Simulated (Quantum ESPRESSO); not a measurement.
## ZnS (F-43m): the optical phonon under strain

Aim: the phonon deformation potentials p and q of ZnS (F-43m), tested on a biaxially strained cell.

Program: Quantum ESPRESSO 7.5. Level of theory: DFT LDA, scalar-relativistic, plane waves, PseudoDojo norm-conserving pseudopotentials. Results are calculated unless marked as measured.

The database entry behind the starting cell differs from later determinations by our own check (about 0.1 % short), so it need not match the best structure at ambient conditions.

### 1. The relaxed structure

It takes space group F-43m (No. 216, cubic). The conventional cell has a = 5.298 Å, b = 5.298 Å, c = 5.298 Å, α = 90.00°, β = 90.00°, γ = 90.00°. Nearest to Zn lie 4 S at 2.29 Å. Nearest to S lie 4 Zn at 2.29 Å. Farther neighbours and most contacts between anions are not listed.

As a file:

```
CELL_PARAMETERS angstrom
-2.64876 0.00000 2.64876
0.00000 2.64876 2.64876
-2.64876 2.64876 0.00000
ATOMIC_POSITIONS crystal
Zn 0.25000 0.25000 0.25000
S 0.00000 0.00000 0.00000
```

This is the cell after its relaxation at this level of theory, not the database cell from which that began.

### 2. Uniaxial strain

The relaxed cell is stretched along z alone. This keeps all atoms on sites fixed by symmetry and splits the threefold mode into a singlet, polarised along z, and a doublet. The macroscopic field is left out, so these are transverse modes. Cutoff 92 Ry, k mesh 8×8×8.

From the response at ε_zz = 0.01:

Output:

```text
[banners, grids, parts of the stress and lines that vanish by symmetry left out]
Program PHONON v.7.5
     Reading xml data from directory:

[...]
Exchange-correlation= PW
                           (   1   4   0   0   0   0   0)
[...]
kinetic-energy cut-off    =      92.0000  Ry
     charge density cut-off    =     368.0000  Ry
     convergence threshold     =      1.0E-18
[...]
Exchange-correlation= PW
                           (   1   4   0   0   0   0   0)
[...]
q = (   0.0000000   0.0000000   0.0000000 )
      9 Sym.Ops. (with q -> -q+G )
     G cutoff =  471.7841  (  30299 G-vectors)     FFT grid: ( 45, 45, 45)
     number of k points=    59
[...]
Mode symmetry, D_2d (-42m) point group:
[...]
Representation #   1 mode #   1
[...]
End of self-consistent calculation
     Convergence has been achieved
     Representation #   2 mode #   2
[...]
End of self-consistent calculation
     Convergence has been achieved
     Representation #   3 modes #   3   4
[...]
End of self-consistent calculation
     Convergence has been achieved
     Representation #   4 modes #   5   6
[...]
End of self-consistent calculation
     Convergence has been achieved
[...]
q = (    0.000000000   0.000000000   0.000000000 )
[...]
freq (    1) =      -0.066681 [THz] =      -2.224225 [cm-1]
     freq (    2) =      -0.066681 [THz] =      -2.224225 [cm-1]
     freq (    3) =      -0.061625 [THz] =      -2.055579 [cm-1]
     freq (    4) =       8.564536 [THz] =     285.682161 [cm-1]
     freq (    5) =       8.564536 [THz] =     285.682161 [cm-1]
     freq (    6) =       8.604330 [THz] =     287.009539 [cm-1]
[...]
Mode symmetry, D_2d (-42m) point group:
     freq (   1-   2) =         -2.2  [cm-1]   --> E    X_5  W_3   I+R
     freq (   3-   3) =         -2.1  [cm-1]   --> B_2  X_3  W_2   I+R
     freq (   4-   5) =        285.7  [cm-1]   --> E    X_5  W_3   I+R
     freq (   6-   6) =        287.0  [cm-1]   --> B_2  X_3  W_2   I+R

   JOB DONE.
```

```
  ε_zz  singlet (cm⁻¹)  doublet (cm⁻¹)  σ_zz (GPa)  σ_xx (GPa)
 -0.01          295.22          296.76      -1.143      -0.734
-0.005          293.22          293.96      -0.567      -0.360
     0          291.19          291.19       0.001       0.001
 0.005          289.11          288.42       0.564       0.351
  0.01          287.01          285.68       1.120       0.688
```

Stress is counted positive in tension.

### 3. The fit

To first order ω² − ω₀² = p ε_zz + q (ε_xx + ε_yy) for the mode along z, and likewise for x and y. With ε_zz alone the singlet gives p and the doublet q.

The linear terms of parabolas through ω² are p = -2.82 ω₀² and q = -3.81 ω₀², with ω₀ = 291.2 cm⁻¹. Those of the stresses are C11 = 113 GPa and C12 = 71 GPa. Under hydrostatic strain p and q imply γ = −(p + 2q)/(6 ω₀²) = 1.74.

A layer held to an in-plane strain ε and free along z takes ε_zz = −2 (C12/C11) ε = -1.257 ε. To first order the singlet then shifts by (q − p C12/C11) ε / ω₀ = -592 ε cm⁻¹. For ε = 0.004, ε_zz = -0.00503, the formulas for ω² predict 288.81 cm⁻¹ for the singlet and 290.12 cm⁻¹ for the doublet.

### 4. A biaxially strained cell

This run was no part of the fit.

Output:

```text
[banners, grids, parts of the stress and lines that vanish by symmetry left out]
[banner, memory and clock lines left out]
Program PHONON v.7.5

[...]
Exchange-correlation= PW
                           (   1   4   0   0   0   0   0)
[...]
kinetic-energy cut-off    =      92.0000  Ry
     charge density cut-off    =     368.0000  Ry
     convergence threshold     =      1.0E-18
[...]
Exchange-correlation= PW
                           (   1   4   0   0   0   0   0)
[...]
q = (   0.0000000   0.0000000   0.0000000 )
      9 Sym.Ops. (with q -> -q+G )
     G cutoff =  466.6184  (  30059 G-vectors)     FFT grid: ( 45, 45, 45)
     number of k points=    59
[...]
Mode symmetry, D_2d (-42m) point group:
[...]
Representation #   1 mode #   1
[...]
End of self-consistent calculation
     Convergence has been achieved
     Representation #   2 mode #   2
[...]
End of self-consistent calculation
     Convergence has been achieved
     Representation #   3 modes #   3   4
[...]
End of self-consistent calculation
     Convergence has been achieved
     Representation #   4 modes #   5   6
[...]
End of self-consistent calculation
     Convergence has been achieved
[...]
q = (    0.000000000   0.000000000   0.000000000 )
[...]
freq (    1) =      -0.063971 [THz] =      -2.133829 [cm-1]
     freq (    2) =      -0.063971 [THz] =      -2.133829 [cm-1]
     freq (    3) =      -0.049147 [THz] =      -1.639383 [cm-1]
     freq (    4) =       8.658569 [THz] =     288.818783 [cm-1]
     freq (    5) =       8.696361 [THz] =     290.079390 [cm-1]
     freq (    6) =       8.696361 [THz] =     290.079390 [cm-1]
[...]
Mode symmetry, D_2d (-42m) point group:
     freq (   1-   2) =         -2.1  [cm-1]   --> E    X_5  W_3   I+R
     freq (   3-   3) =         -1.6  [cm-1]   --> B_2  X_3  W_2   I+R
     freq (   4-   4) =        288.8  [cm-1]   --> B_2  X_3  W_2   I+R
     freq (   5-   6) =        290.1  [cm-1]   --> E    X_5  W_3   I+R
```

```
   mode  predicted (cm⁻¹)  run (cm⁻¹)
singlet            288.81      288.82
doublet            290.12      290.08
```

The stress along z is 0.003 GPa and that in the plane 0.377 GPa; the unstrained cell carries 0.001 GPa.

### 5. Outcome

| Item | Value |
| --- | --- |
| p (in units of the squared frequency) | -2.820 |
| q (same units) | -3.805 |
| shift of the singlet per unit of biaxial strain | -592 cm⁻¹ |
| C11 and C12 | 113 and 71 GPa |

What this shows: To first order, one per cent of tensile biaxial strain moves the singlet of ZnS (F-43m) by -5.9 cm⁻¹ and the doublet by -2.7 cm⁻¹; the formulas miss the test run by up to 0.04 cm⁻¹. In backscattering from (001) the mode polarised along z is the one seen in diamond and zinc-blende crystals; in a polar crystal it is the LO mode, whose potentials differ somewhat from these. The third potential, r, needs shear strain and a relaxation of the atoms, which was not run. These are harmonic values at zero temperature.

[Host names and launcher messages were left out of these logs when they were recorded.]

[Logs are printed without paths, hosts, clocks, repeated set-up lines and the standing remarks that a program may print on its own settings, such as how far it seeks lower states.]

[Hosts, paths, dates, database ids (printed as entryN), source tags and the programs' standing remarks are cut or masked in the printed files.]
